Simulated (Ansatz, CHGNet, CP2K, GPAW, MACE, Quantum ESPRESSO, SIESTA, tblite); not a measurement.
# CP2K on (9,9) carbon nanotube bundle (108 atoms): settings against a plane-wave reference

Aim: run (9,9) carbon nanotube bundle (108 atoms) in CP2K and see how near its forces come to a plane-wave reference, and at what cost.

Program: CP2K 2026.2. Level of theory: the method is named at each step. Results are calculated unless marked as measured.

## 1. Starting point

The cell holds 108 atoms: 108 C. Its edges and angles: a = 15.506 Å, b = 15.506 Å, c = 7.380 Å, α = 90.0°, β = 90.0°, γ = 120.0°. It derives from C (graphene). Graphene sheet (a = 2.46 Å) rolled into a (9,9) tube of diameter 12.21 Å, 3 periods, hexagonal bundle with 3.3 Å between walls; not relaxed, displaced by a Gaussian of 0.02 Å. Then every atom was moved at random, 0.02 Å r.m.s. a Cartesian component. The structure's axis is c.

The yardstick, on the same geometry:

- method: Kohn-Sham DFT, PBE, PAW, plane waves (Ansatz 0.2.0); cutoff 420 eV, Γ point, fermi-dirac smearing of 0.05 eV; PAW set soft_2
- r.m.s. force component: 1.649 eV/Å
- longest force: 9.274 eV/Å
- pressure: 3.501 GPa
- SCF cycles: 10
- time: 22 s on 4 threads of Arm Neoverse V1, shared host
- CPU time: 83 s

## 2. PBE, DZVP-MOLOPT-SR, 450/50 Ry, diagonalisation

Method: Kohn-Sham DFT, PBE, GTH-PBE pseudopotentials, Gaussian and plane waves, DZVP-MOLOPT-SR-GTH, diagonalisation.

input.inp reads:

```
&GLOBAL
  PROJECT cell
  RUN_TYPE ENERGY_FORCE
  PRINT_LEVEL LOW
&END GLOBAL
&FORCE_EVAL
  METHOD QS
  STRESS_TENSOR ANALYTICAL
  &DFT
    BASIS_SET_FILE_NAME BASIS_MOLOPT
    POTENTIAL_FILE_NAME GTH_POTENTIALS
    &MGRID
      CUTOFF 450
      REL_CUTOFF 50
    &END MGRID
    &QS
      EPS_DEFAULT 1.0E-12
    &END QS
    &SCF
      SCF_GUESS ATOMIC
      EPS_SCF 1.0E-06
      MAX_SCF 200
      ADDED_MOS 48
      &DIAGONALIZATION
        ALGORITHM STANDARD
      &END DIAGONALIZATION
      &SMEAR ON
        METHOD FERMI_DIRAC
        ELECTRONIC_TEMPERATURE [K] 580
      &END SMEAR
      &MIXING
        METHOD BROYDEN_MIXING
        ALPHA 0.15
        NBROYDEN 8
      &END MIXING
      &PRINT
        &RESTART OFF
        &END RESTART
      &END PRINT
    &END SCF
    &XC
      &XC_FUNCTIONAL PBE
      &END XC_FUNCTIONAL
    &END XC
    &PRINT
      &MULLIKEN ON
      &END MULLIKEN
      &HIRSHFELD ON
        SHAPE_FUNCTION DENSITY
      &END HIRSHFELD
      &MO ON
        EIGENVALUES T
        OCCUPATION_NUMBERS T
        MO_INDEX_RANGE 205 228
        &EACH
          QS_SCF 0
        &END EACH
        ADD_LAST NUMERIC
      &END MO
    &END PRINT
  &END DFT
  &SUBSYS
    &CELL
      A 15.50642 0.00000 0.00000
      B -7.75321 13.42896 0.00000
      C 0.00000 0.00000 7.38000
    &END CELL
    &TOPOLOGY
      COORD_FILE_NAME structure.xyz
      COORD_FILE_FORMAT XYZ
    &END TOPOLOGY
    &KIND C
      BASIS_SET DZVP-MOLOPT-SR-GTH-q4
      POTENTIAL GTH-PBE-q4
    &END KIND
  &END SUBSYS
  &PRINT
    &FORCES ON
    &END FORCES
    &STRESS_TENSOR ON
    &END STRESS_TENSOR
  &END PRINT
&END FORCE_EVAL
```

structure.xyz reads:

```xyz
108

C 6.05068 0.68582 1.23681
C 5.94338 1.43730 7.34192
C 5.42399 2.74542 0.02074
C 5.12952 3.35831 1.18154
C 4.19658 4.44512 1.21866
C 3.66541 4.90640 7.37557
C 2.39093 5.56228 2.48795
C 1.76052 5.78318 1.22560
C 0.36076 6.12535 1.21453
C -0.38495 6.08856 0.00812
C -1.71354 5.85516 0.00768
C -2.42435 5.61263 1.24213
C 11.87931 4.94105 1.21150
C 11.31984 4.44230 2.46462
C 10.35883 3.37940 2.49392
C 10.04490 2.74837 1.27932
C 9.57258 1.45060 1.20442
C 9.38859 0.70515 7.32679
C 1.67485 12.70809 7.35048
C 1.79626 12.06404 1.19445
C 2.29836 10.70960 1.18338
C 2.64020 10.05869 7.33638
C 3.55268 8.96813 0.01579
C 4.11261 8.52014 1.23394
C 5.36096 7.82895 1.26205
C 5.98369 7.57863 7.34199
C 7.37447 7.33987 7.35742
C 8.09823 7.33382 1.24021
C 9.48210 7.52680 1.22788
C 10.18942 7.83016 7.35801
C -4.13145 8.56620 0.00111
C -3.54291 8.97135 1.19814
C -2.65625 10.08219 1.27394
C -2.32961 10.66219 2.47924
C -1.79316 12.02510 2.48876
C -1.70036 12.73831 1.20803
C 6.01804 0.70314 3.72432
C 5.97183 1.36949 2.50330
C 5.45586 2.72218 2.49474
C 5.12379 3.31642 3.66181
C 4.17293 4.42565 3.72070
C 3.64471 4.90708 2.42049
C 2.40753 5.60471 4.92349
C 1.74323 5.88027 3.67605
C 0.30710 6.10333 3.66675
C -0.36820 6.07754 2.47119
C -1.73625 5.85744 2.45968
C -2.44389 5.63788 3.66004
C 11.80713 4.91621 3.71288
C 11.33481 4.46043 4.90526
C 10.42667 3.34757 4.89006
C 10.04041 2.73091 3.67421
C 9.59669 1.43569 3.69605
C 9.45535 0.72490 2.42743
C 1.70509 12.72099 2.46034
C 1.80340 12.04900 3.69207
[... 48 atom lines left out ...]
C -2.65144 10.06850 6.15831
C -2.33821 10.68139 0.02089
C -1.84061 12.00737 7.33705
C -1.75602 12.68782 6.15558
```

Launch:

```
$ OMP_NUM_THREADS=1 mpirun -np 4 cp2k.psmp -i input.inp > output.txt
```

Numbers of over 12 decimals in the logs are rounded to 6 here.

The program printed:

```text
CP2K| version string:                                       CP2K version 2026.2
 CP2K| Input file name                                                 input.inp
 GLOBAL| Basis set file name                                        BASIS_MOLOPT
 GLOBAL| Potential file name                                      GTH_POTENTIALS
 GLOBAL| Run type                                                   ENERGY_FORCE
 GLOBAL| Total number of message passing processes                             4
 GLOBAL| Number of threads for this process                                    1
 TOTAL NUMBERS AND MAXIMUM NUMBERS
  Total number of            - Atomic kinds:                                   1
                             - Atoms:                                        108
                             - Shell sets:                                   108
                             - Shells:                                       540
                             - Primitive Cartesian functions:                540
                             - Cartesian basis functions:                   1512
                             - Spherical basis functions:                   1404
  Maximum angular momentum of- Orbital basis functions:                        2
                             - Local part of the GTH pseudopotential:          2
                             - Non-local part of the GTH pseudopotential:      0
 SCF PARAMETERS         Density guess:                                    ATOMIC
                        max_scf:                                             200
                        eps_scf:                                        1.00E-06
                        added MOs                                        48    0
                        Mixing method:                            BROYDEN_MIXING
                                                charge density mixing in g-space
                        Smear method:                                FERMI_DIRAC
                        Electronic temperature [K]:                        580.0
                        Electronic temperature [a.u.]:                  1.84E-03
                        Accuracy threshold:                             1.00E-10
 Extrapolation method: initial_guess
 Number of electrons:                                                        432
 Number of occupied orbitals:                                                216
 Number of molecular orbitals:                                               264
 Number of orbital functions:                                               1404
 Number of independent orbital functions:                                   1404
 SCF WAVEFUNCTION OPTIMIZATION
  Step     Update method      Time    Convergence         Total energy    Change
     1 NoMix/Diag. 0.15E+00    3.5     0.93047079      -611.2541738859 -6.11E+02
     2 Broy./Diag. 0.15E+00    5.5     0.02058559      -586.7349259631  2.45E+01
     3 Broy./Diag. 0.15E+00    5.5     0.07563979      -608.5049937562 -2.18E+01
     4 Broy./Diag. 0.15E+00    5.5     0.01414329      -617.3180213895 -8.81E+00
[...]
21 Broy./Diag. 0.15E+00    5.5     0.00000199      -614.4642396273 -1.83E-04
    22 Broy./Diag. 0.15E+00    5.4     0.00000043      -614.4643123937 -7.28E-05
  *** SCF run converged in    22 steps ***
  Electronic density on regular grids:       -431.9999999998        0.0000000002
  Core density on regular grids:              431.9999999996       -0.0000000004
  Total charge density on r-space grids:       -0.0000000002
  Total charge density g-space grids:          -0.0000000002
  Overlap energy of the core charge distribution:               3.00624e-05
  Self energy of the core charge distribution:              -1440.180856
  Core Hamiltonian energy:                                    454.335446
  Hartree energy:                                             560.879197
  Exchange-correlation energy:                               -189.491326
  Electronic entropic energy:                                  -0.00680421
  Fermi energy:                                                 0.064990
  Total energy:                                              -614.464312
  Total energy (extrapolated to T->0):                       -614.460910
 MO| EIGENVALUES AND OCCUPATION NUMBERS
 MO|
 MO|  Index      Eigenvalue [a.u.]        Eigenvalue [eV]             Occupation
 MO|    205              -0.017904              -0.487193               2.000000
 MO|    206              -0.016062              -0.437056               2.000000
 MO|    207              -0.000139              -0.003786               2.000000
[...]
MO|    227               0.139664               3.800439               0.000000
 MO|    228               0.143743               3.911441               0.000000
 MO| Sum:                                                             432.000000
 MO| E(Fermi):            0.064990 a.u.          1.768456 eV
 !-----------------------------------------------------------------------------!
                     Mulliken Population Analysis
 #  Atom  Element  Kind  Atomic population                           Net charge
       1     C        1          3.995730                              0.004270
       2     C        1          4.009091                             -0.009091
       3     C        1          3.995976                              0.004024
[...]
107     C        1          4.004700                             -0.004700
     108     C        1          4.003106                             -0.003106
 # Total charge                            432.000000                  0.000000
 !-----------------------------------------------------------------------------!
 !-----------------------------------------------------------------------------!
                           Hirshfeld Charges
  #Atom  Element  Kind  Ref Charge     Population                    Net charge
      1       C      1       4.000          4.001                        -0.001
      2       C      1       4.000          4.003                        -0.003
      3       C      1       4.000          4.004                        -0.004
[...]
107       C      1       4.000          4.002                        -0.002
    108       C      1       4.000          4.000                         0.000
  Total Charge                                                           -0.000
 !-----------------------------------------------------------------------------!
 ENERGY| Total FORCE_EVAL ( QS ) energy [hartree]           -614.464309
 FORCES| Atomic forces [hartree/bohr]
 FORCES|   Atom     x               y               z               |f|
 FORCES|      1  3.90032089E-03  4.40335506E-02 -1.04141865E-02   4.54160915E-02
 FORCES|      2  2.58555378E-03 -4.21764737E-02  6.03497624E-02   7.36724768E-02
 FORCES|      3  2.00226727E-02 -5.10858113E-03 -5.84384172E-02   6.19843015E-02
[...]
FORCES|    107 -2.17608295E-03 -2.24167732E-03  5.26046874E-02   5.26973774E-02
 FORCES|    108  1.40795124E-02  3.09180820E-02 -4.20485815E-02   5.40577808E-02
 FORCES| Sum     1.01152166E-04 -1.24893535E-04  7.21672958E-05
 FORCES| Total atomic force                                       1.76176827E-04
 STRESS| Analytical stress tensor [bar]
 STRESS|                        x                   y                   z
 STRESS|      x        4.60971668512E+04   3.95016265646E+03  -2.38139522765E+03
 STRESS|      y        3.95016265646E+03   4.27854639202E+04   2.69625927682E+03
 STRESS|      z       -2.38139522765E+03   2.69625927682E+03   3.34432366650E+04
 STRESS| 1/3 Trace                                             4.07752891455E+04
```

Wall time 2.3 min (4 MPI ranks of Arm Neoverse V1, shared host); peak memory 3.8 GiB.

Banners, paths, timers and routine set-up lines are dropped from the logs unmarked, and long logs keep their key lines alone; longer cuts are marked.

Compared with the plane-wave run:

* r.m.s. force component: 1.678 eV/Å
* r.m.s. difference of force components: 34.09 meV/Å
* longest difference of force vectors: 134 meV/Å
* force difference over r.m.s. force: 2.067 %
* slope of forces against the reference's: 1.018
* correlation of force components: 0.9999
* pressure: 4.077 GPa
* pressure difference: 0.5761 GPa

Local excerpt of 10 atoms (numbers count through the whole input) about C71, which bears the longest force; x, y, z are measured from there.

```
atom      x      y      z  distance (Å)  bonds  Hirshfeld charge (e)     Fx     Fy  Fz (eV/Å)
 C71   0.00   0.00   0.00          0.00      3                  0.00  -1.78  -5.54       7.38
 C72   0.10   0.62  -1.12          1.29      3                 -0.01   0.71   2.80      -4.83
C108   0.06   0.61   1.31          1.45      3                  0.00   0.72   1.59      -2.16
 C70  -0.53  -1.39   0.09          1.49      3                  0.01   1.18   0.77      -0.71
 C37   0.08   2.05  -1.12          2.34      3                  0.00   0.99   0.02      -1.33
 C35   0.02  -0.06  -2.35          2.35      3                  0.01  -0.84  -1.00      -1.73
 C73   0.09   2.03   1.35          2.44      3                  0.00   0.31   1.64      -2.86
 C69  -0.86  -2.06  -1.10          2.49      3                  0.00   2.33   3.42      -2.05
C107  -0.03  -0.07   2.50          2.50      3                  0.00  -0.11  -0.12       2.71
C105  -0.84  -2.01   1.32          2.55      3                  0.00  -0.38   0.16       1.44
```

Forces lie 2.1 % from the reference's, at 6.6 times its CPU time.

## 3. PBE, TZVP-UZH, 450/50 Ry, diagonalisation

Method: Kohn-Sham DFT, PBE, GTH-PBE pseudopotentials, Gaussian and plane waves, TZVP-MOLOPT (UZH set), diagonalisation.

Changes to input.inp since step 2:

```diff
@@ -9,4 +9,4 @@
   &DFT
-    BASIS_SET_FILE_NAME BASIS_MOLOPT
-    POTENTIAL_FILE_NAME GTH_POTENTIALS
+    BASIS_SET_FILE_NAME BASIS_MOLOPT_UZH
+    POTENTIAL_FILE_NAME POTENTIAL_UZH
     &MGRID
@@ -72,3 +72,3 @@
     &KIND C
-      BASIS_SET DZVP-MOLOPT-SR-GTH-q4
+      BASIS_SET TZVP-MOLOPT-PBE-GTH-q4
       POTENTIAL GTH-PBE-q4
```

structure.xyz is that of step 2.

The program printed:

```text
CP2K| version string:                                       CP2K version 2026.2
 CP2K| Input file name                                                 input.inp
 GLOBAL| Basis set file name                                    BASIS_MOLOPT_UZH
 GLOBAL| Potential file name                                       POTENTIAL_UZH
 GLOBAL| Run type                                                   ENERGY_FORCE
 GLOBAL| Total number of message passing processes                             4
 GLOBAL| Number of threads for this process                                    1
[... lines left out ...]
                        Smear method:                                FERMI_DIRAC
[... lines left out ...]
 Number of electrons:                                                        432
[... lines left out ...]
  Step     Update method      Time    Convergence         Total energy    Change
[... lines left out ...]
  *** SCF run converged in    24 steps ***
[... lines left out ...]
  Fermi energy:                                                 0.070307
  Total energy:                                              -614.318241
  Total energy (extrapolated to T->0):                       -614.314852
[... lines left out ...]
 MO| E(Fermi):            0.070307 a.u.          1.913151 eV
[... lines left out ...]
    108       C      1       4.000          4.000                         0.000
  Total Charge                                                           -0.000
 !-----------------------------------------------------------------------------!
 ENERGY| Total FORCE_EVAL ( QS ) energy [hartree]           -614.318196
 FORCES| Atomic forces [hartree/bohr]
 FORCES|   Atom     x               y               z               |f|
 FORCES|      1  3.90394270E-03  4.34481508E-02 -1.03498988E-02   4.48341720E-02
 FORCES|      2  2.30747640E-03 -4.21687071E-02  6.01371626E-02   7.34847102E-02
 FORCES|      3  2.01082679E-02 -4.92200044E-03 -5.83322427E-02   6.18968422E-02
[...]
FORCES|    107 -2.47359301E-03 -2.37042439E-03  5.22996607E-02   5.24117552E-02
 FORCES|    108  1.39276135E-02  3.11710652E-02 -4.17361054E-02   5.39213892E-02
 FORCES| Sum     9.65567402E-05 -1.25552792E-04  7.37637453E-05
 FORCES| Total atomic force                                       1.74722058E-04
 STRESS| Analytical stress tensor [bar]
 STRESS|                        x                   y                   z
 STRESS|      x        4.71937944764E+04   3.91700468630E+03  -2.36211718541E+03
 STRESS|      y        3.91700468630E+03   4.39345205016E+04   2.64819867061E+03
 STRESS|      z       -2.36211718541E+03   2.64819867061E+03   3.45829767326E+04
 STRESS| 1/3 Trace                                             4.19037639035E+04
```

It took 3.6 min on 4 MPI ranks; peak memory 4 GiB.

Numbers from this run, and their distance from the reference:

```
r.m.s. force component                  : 1.674 eV/Å
r.m.s. difference of force components   : 27.71 meV/Å
longest difference of force vectors     : 119.4 meV/Å
force difference over r.m.s. force      : 1.68 %
slope of forces against the reference's : 1.015
correlation of force components         : 1
pressure                                : 4.19 GPa
pressure difference                     : 0.689 GPa
```

Against the first run (2.1 %), the force difference from the reference is 1.7 %, at 1.6 times the CPU time, with 1836 basis functions against 1404; this set comes with other potentials too, so the change isn't the basis's alone.

(Continued in part 2 of 2.)

[Also dropped from logs without a mark: logging warnings of Python, and SIESTA's first energy breakdown and zero terms.]

[Logs are printed without paths, hosts, clocks, repeated set-up lines and the standing remarks that a program may print on its own settings, such as how far it seeks lower states.]

[Hosts, paths, dates, database ids (printed as entryN), source tags and the programs' standing remarks are cut or masked in the printed files.]
